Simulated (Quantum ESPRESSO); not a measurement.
# CrClO: which magnetic order is lowest

Aim: find out which collinear order of CrClO costs least.

Calculated with Quantum ESPRESSO 7.5; PBEsol with U = 3.5 eV on Cr d (ortho-atomic projectors); plane waves with GBRV 1.5 PBEsol potentials, no spin-orbit coupling.

## Step 1: Set-up

The structure is orthorhombic, space group Pmmn (No. 59). Conventional cell: a = 3.190 Å, b = 3.867 Å, c = 7.952 Å, α = 90.00°, β = 90.00°, γ = 90.00°. Nearest to Cr lie 4 O at 1.98 to 2.03 Å and 2 Cl at 2.32 Å. Cl has 2 Cr at 2.32 Å nearest. Nearest to O lie 4 Cr at 1.98 to 2.03 Å. Farther neighbours and most contacts between anions are not listed.

Structure file:

```cif
data_structure
_symmetry_space_group_name_H-M 'P 1'
_symmetry_Int_Tables_number 1
_cell_length_a 3.1901
_cell_length_b 3.8666
_cell_length_c 7.9525
_cell_angle_alpha 90.000
_cell_angle_beta 90.000
_cell_angle_gamma 90.000
_cell_volume 98.09
loop_
_atom_site_label
_atom_site_type_symbol
_atom_site_fract_x
_atom_site_fract_y
_atom_site_fract_z
_atom_site_occupancy
Cr1 Cr 0.00000 0.00000 0.10604 1
Cr2 Cr 0.50000 0.50000 0.89396 1
Cl3 Cl 0.00000 0.50000 0.68142 1
Cl4 Cl 0.50000 0.00000 0.31858 1
O5 O 0.50000 0.00000 0.94782 1
O6 O 0.00000 0.50000 0.05218 1
```

The cell comes from Materials Project 2023-11-01, a database of computed structures, and need not be the stable phase.

## Step 2: Run 1 (ferro ++)

The signs are those of the starting moments on the seeded atoms, the atoms that are given a moment.

Contents of pw.in:

```
&CONTROL
  calculation = 'scf'
  prefix = 'pwscf'
  outdir = './tmp'
  pseudo_dir = './pseudo'
  disk_io = 'nowf'
/
&SYSTEM
  ibrav = 0
  nat = 6
  ntyp = 3
  ecutwfc = 40
  ecutrho = 280
  nbnd = 40
  occupations = 'smearing'
  smearing = 'fd'
  degauss = 0.00367493
  nspin = 2
  starting_magnetization(1) = 0.2143
  starting_magnetization(2) = 0
  starting_magnetization(3) = 0
/
&ELECTRONS
  conv_thr = 1.2d-08
  electron_maxstep = 150
  mixing_beta = 0.3
/
ATOMIC_SPECIES
Cr     51.9961 cr_pbesol_v1.5.uspp.F.UPF
Cl     35.4500 cl_pbesol_v1.4.uspp.F.UPF
O      15.9990 o_pbesol_v1.2.uspp.F.UPF
CELL_PARAMETERS angstrom
   3.1900756200    0.0000000000    0.0000000000
   0.0000000000    3.8665605400    0.0000000000
   0.0000000000    0.0000000000    7.9524604400
ATOMIC_POSITIONS crystal
Cr      0.0000000000    0.0000000000    0.1060403200
Cr      0.5000000000    0.5000000000    0.8939596800
Cl      0.0000000000    0.5000000000    0.6814219400
Cl      0.5000000000    0.0000000000    0.3185780600
O       0.5000000000    0.0000000000    0.9478179000
O       0.0000000000    0.5000000000    0.0521821000
K_POINTS automatic
6 6 6 0 0 0
HUBBARD {ortho-atomic}
U Cr-3d 3.5000
```

Command:

```bash
$ OMP_NUM_THREADS=1 mpirun -n 4 pw.x -nk 4 -in pw.in > pw.out
```

The program printed:

```text
Program PWSCF v.7.5 starts

     Message from routine setup:
     using ibrav=0 with symmetry is DISCOURAGED, use correct ibrav instead

     K-points division:     npool     =       4
     Subspace diagonalization in iterative solution of the eigenvalue problem:

     G-vector sticks info
     --------------------
     sticks:   dense  smooth     PW     G-vecs:    dense   smooth      PW
     Sum         983     565    173                52363    22633    3901

     Using Slab Decomposition

     bravais-lattice index     =            0
     lattice parameter (alat)  =       6.0284  a.u.
     unit-cell volume          =     661.9481 (a.u.)^3
     number of atoms/cell      =            6
     number of atomic types    =            3
     number of electrons       =        54.00
     number of Kohn-Sham states=           40
     kinetic-energy cutoff     =      40.0000  Ry
     charge density cutoff     =     280.0000  Ry
     scf convergence threshold =      1.2E-08
     mixing beta               =       0.3000
     number of iterations used =            8  plain     mixing
     Exchange-correlation= SLA  PW   PSX  PSC
                           (   1   4  10   8   0   0   0)
     Hubbard projectors: ortho-atomic
     Hubbard parameters of DFT+U (Dudarev formulation) in eV:
     U(Cr-3d) =  3.5000

     Internal variables: lda_plus_u =T, lda_plus_u_kind = 0

     Internal variables: orbital_resolved =F, hub_pot_fix =F, apply_U = F

     celldm(1)=   6.028369  celldm(2)=   0.000000  celldm(3)=   0.000000
     celldm(4)=   0.000000  celldm(5)=   0.000000  celldm(6)=   0.000000

     crystal axes: (cart. coord. in units of alat)
               a(1) = (   1.000000   0.000000   0.000000 )
               a(2) = (   0.000000   1.212059   0.000000 )
               a(3) = (   0.000000   0.000000   2.492875 )

     reciprocal axes: (cart. coord. in units 2 pi/alat)
               b(1) = (  1.000000  0.000000  0.000000 )
               b(2) = (  0.000000  0.825042  0.000000 )
               b(3) = (  0.000000  0.000000  0.401143 )

     PseudoPot. # 1 for Cr read from file:
     cr_pbesol_v1.5.uspp.F.UPF
     Pseudo is Ultrasoft + core correction, Zval = 14.0
     Generated by new atomic code, or converted to UPF format
     Using radial grid of  857 points,  6 beta functions with:
                l(1) =   0
                l(2) =   0
                l(3) =   1
                l(4) =   1
                l(5) =   2
                l(6) =   2
     Q(r) pseudized with  8 coefficients,  rinner =    0.950   0.950   0.950
                                                       0.950   0.950

     PseudoPot. # 2 for Cl read from file:
     cl_pbesol_v1.4.uspp.F.UPF
     Pseudo is Ultrasoft + core correction, Zval =  7.0
     Generated by new atomic code, or converted to UPF format
     Using radial grid of  909 points,  6 beta functions with:
                l(1) =   0
                l(2) =   0
                l(3) =   1
                l(4) =   1
                l(5) =   2
                l(6) =   2
     Q(r) pseudized with  8 coefficients,  rinner =    1.300   1.300   1.300
                                                       1.300   1.300

     PseudoPot. # 3 for O  read from file:
     o_pbesol_v1.2.uspp.F.UPF
     Pseudo is Ultrasoft + core correction, Zval =  6.0
     Generated by new atomic code, or converted to UPF format
     Using radial grid of  737 points,  5 beta functions with:
                l(1) =   0
                l(2) =   0
                l(3) =   1
                l(4) =   1
                l(5) =   2
     Q(r) pseudized with  8 coefficients,  rinner =    0.900   0.900   0.900
                                                       0.900   0.900

     atomic species   valence    mass     pseudopotential
     Cr               14.00    51.99610     Cr( 1.00)
     Cl                7.00    35.45000     Cl( 1.00)
     O                 6.00    15.99900     O ( 1.00)

     Starting magnetic structure
     atomic species   magnetization
     Cr              0.214
     Cl              0.000
     O               0.000

      8 Sym. Ops., with inversion, found ( 4 have fractional translation)

   Cartesian axes

     site n.     atom                  positions (alat units)
         1        Cr     tau(   1) = (   0.0000000   0.0000000   0.2643453  )
         2        Cr     tau(   2) = (   0.5000000   0.6060296   2.2285299  )
         3        Cl     tau(   3) = (   0.0000000   0.6060296   1.6986999  )
         4        Cl     tau(   4) = (   0.5000000   0.0000000   0.7941753  )
         5        O      tau(   5) = (   0.5000000   0.0000000   2.3627917  )
         6        O      tau(   6) = (   0.0000000   0.6060296   0.1300835  )

     number of k points=    64  Fermi-Dirac smearing, width (Ry)=  0.0037
                       cart. coord. in units 2pi/alat
        k(    1) = (   0.0000000   0.0000000   0.0000000), wk =   0.0046296
        k(    2) = (   0.0000000   0.0000000   0.0668572), wk =   0.0092593
        k(    3) = (   0.0000000   0.0000000   0.1337144), wk =   0.0092593
        k(    4) = (   0.0000000   0.0000000  -0.2005716), wk =   0.0046296
        k(    5) = (   0.0000000   0.1375070   0.0000000), wk =   0.0092593
        [... 59 further k-points ...]

     Dense  grid:    52363 G-vectors     FFT dimensions: (  36,  40,  81)

     Smooth grid:    22633 G-vectors     FFT dimensions: (  30,  30,  64)

     Check: negative core charge=   -0.000005
     Generating pointlists ...
     new r_m :   0.2560 (alat units)  1.5436 (a.u.) for type    1
     new r_m :   0.3005 (alat units)  1.8116 (a.u.) for type    2
     new r_m :   0.2560 (alat units)  1.5436 (a.u.) for type    3

     Initial potential from superposition of free atoms

     starting charge      52.0000, renormalised to      54.0000

     negative rho (up, down):  1.660E-02 1.630E-02

     STARTING HUBBARD OCCUPATIONS:

     =================== HUBBARD OCCUPATIONS ===================
     ------------------------ ATOM    1 ------------------------
     Tr[ns(  1)] (up, down, total) =   3.40000  0.00000  3.40000
     Atomic magnetic moment for atom   1 =   3.40000
     [... lines left out ...]
     ------------------------ ATOM    2 ------------------------
     Tr[ns(  2)] (up, down, total) =   3.40000  0.00000  3.40000
     Atomic magnetic moment for atom   2 =   3.40000
     [... lines left out ...]
     Number of occupied Hubbard levels =    6.8000

     Atomic wfc used for Hubbard projectors are orthogonalized

     Starting wfcs are   36 randomized atomic wfcs +    4 random wfcs

     Self-consistent Calculation

     iteration #  1     ecut=    40.00 Ry     beta= 0.30
     Davidson diagonalization with overlap
     ethr =  1.00E-02,  avg # of iterations =  6.3

     =================== HUBBARD OCCUPATIONS ===================
     ------------------------ ATOM    1 ------------------------
     Tr[ns(  1)] (up, down, total) =   3.46826  0.36426  3.83252
     Atomic magnetic moment for atom   1 =   3.10401
     [... lines left out ...]
     ------------------------ ATOM    2 ------------------------
     Tr[ns(  2)] (up, down, total) =   3.46826  0.36426  3.83252
     Atomic magnetic moment for atom   2 =   3.10401
     [... lines left out ...]
     Number of occupied Hubbard levels =    7.6650

     negative rho (up, down):  1.537E-02 1.765E-02

     total energy              =    -481.49719886 Ry
     estimated scf accuracy    <       1.44754764 Ry

     total magnetization       =     6.00 Bohr mag/cell
     absolute magnetization    =     6.54 Bohr mag/cell

     iteration #  2     ecut=    40.00 Ry     beta= 0.30
     Davidson diagonalization with overlap
     ethr =  2.68E-03,  avg # of iterations =  2.4

     negative rho (up, down):  1.477E-02 1.855E-02

     total energy              =    -481.75124920 Ry
     estimated scf accuracy    <       0.12439572 Ry

     total magnetization       =     6.00 Bohr mag/cell
     absolute magnetization    =     6.43 Bohr mag/cell

     iteration #  3     ecut=    40.00 Ry     beta= 0.30
     Davidson diagonalization with overlap
     ethr =  2.30E-04,  avg # of iterations =  4.6

     negative rho (up, down):  1.457E-02 1.947E-02

     total energy              =    -481.77240533 Ry
     estimated scf accuracy    <       0.03715734 Ry

     total magnetization       =     6.00 Bohr mag/cell
     absolute magnetization    =     6.50 Bohr mag/cell

     [... further iterations left out ...]

     iteration # 10     ecut=    40.00 Ry     beta= 0.30
     Davidson diagonalization with overlap
     ethr =  3.92E-09,  avg # of iterations =  3.6

     negative rho (up, down):  1.434E-02 2.155E-02

     total energy              =    -481.78330951 Ry
     estimated scf accuracy    <       0.00000145 Ry

     total magnetization       =     6.00 Bohr mag/cell
     absolute magnetization    =     6.53 Bohr mag/cell

     iteration # 11     ecut=    40.00 Ry     beta= 0.30
     Davidson diagonalization with overlap
     ethr =  2.69E-09,  avg # of iterations =  1.9

     negative rho (up, down):  1.434E-02 2.154E-02

     total energy              =    -481.78331026 Ry
     estimated scf accuracy    <       0.00000020 Ry

     total magnetization       =     6.00 Bohr mag/cell
     absolute magnetization    =     6.53 Bohr mag/cell

     iteration # 12     ecut=    40.00 Ry     beta= 0.30
     Davidson diagonalization with overlap
     ethr =  3.68E-10,  avg # of iterations =  2.6

     negative rho (up, down):  1.434E-02 2.154E-02

     total energy              =    -481.78331055 Ry
     estimated scf accuracy    <       0.00000002 Ry

     total magnetization       =     6.00 Bohr mag/cell
     absolute magnetization    =     6.53 Bohr mag/cell

     iteration # 13     ecut=    40.00 Ry     beta= 0.30
     Davidson diagonalization with overlap
     ethr =  2.99E-11,  avg # of iterations =  2.2

     negative rho (up, down):  1.434E-02 2.154E-02

     Magnetic moment per site  (integrated on atomic sphere of radius R)
     atom   1 (R=0.256)  charge= 10.8726  magn=  2.5138
     atom   2 (R=0.256)  charge= 10.8726  magn=  2.5138
     atom   3 (R=0.301)  charge=  5.0431  magn= -0.0316
     atom   4 (R=0.301)  charge=  5.0431  magn= -0.0316
     atom   5 (R=0.256)  charge=  5.4821  magn= -0.0585
     atom   6 (R=0.256)  charge=  5.4821  magn= -0.0585

     End of self-consistent calculation

     =================== HUBBARD OCCUPATIONS ===================
     ------------------------ ATOM    1 ------------------------
     Tr[ns(  1)] (up, down, total) =   3.62983  0.54755  4.17738
     Atomic magnetic moment for atom   1 =   3.08228
     [... lines left out ...]
     ------------------------ ATOM    2 ------------------------
     Tr[ns(  2)] (up, down, total) =   3.62983  0.54755  4.17738
     Atomic magnetic moment for atom   2 =   3.08228
     [... lines left out ...]
     Number of occupied Hubbard levels =    8.3548

     Number of k-points >= 100: set verbosity='high' to print the bands.

     the Fermi energy is     6.7380 ev

!    total energy              =    -481.78331079 Ry
     estimated scf accuracy    <          4.6E-09 Ry
     smearing contrib. (-TS)   =      -0.00000000 Ry
     internal energy E=F+TS    =    -481.78331079 Ry

     The total energy is F=E-TS. E is the sum of the following terms:
     one-electron contribution =    -491.82552138 Ry
     hartree contribution      =     264.10097920 Ry
     xc contribution           =     -77.76213471 Ry
     ewald contribution        =    -176.53968915 Ry
     Hubbard energy            =       0.24305524 Ry

     total magnetization       =     6.00 Bohr mag/cell
     absolute magnetization    =     6.53 Bohr mag/cell

     convergence has been achieved in  13 iterations

=------------------------------------------------------------------------------=
   JOB DONE.
=------------------------------------------------------------------------------=
```

Elapsed: 86 s, on 4 MPI ranks of Arm Neoverse V1, shared host; peak memory 0.88 GiB; 5.7 min of CPU time.

Spin moment in the atom's sphere by atom:

```csv
atom,spin moment in the atom's sphere (μB)
Cr1,2.51
Cr2,2.51
Cl3,-0.03
Cl4,-0.03
O5,-0.06
O6,-0.06
```

Read from the output:

```
smearing term TS       : 1.61e-9 eV
magnetization          : 6 μB
absolute magnetization : 6.528 μB
final state            : ferromagnetic
```

[end of part 1 of 2]

[Logs and program files are shortened in this print: banners, set-up blocks, solver, clock and traceback lines can be left out without a mark of their own.]

[Logs are printed without paths, hosts, clocks, repeated set-up lines and the standing remarks that a program may print on its own settings, such as how far it seeks lower states.]

[Hosts, paths, dates, database ids (printed as entryN), source tags and the programs' standing remarks are cut or masked in the printed files.]

[Where a cell is said to come from a database of computed structures, the database is the Materials Project.]
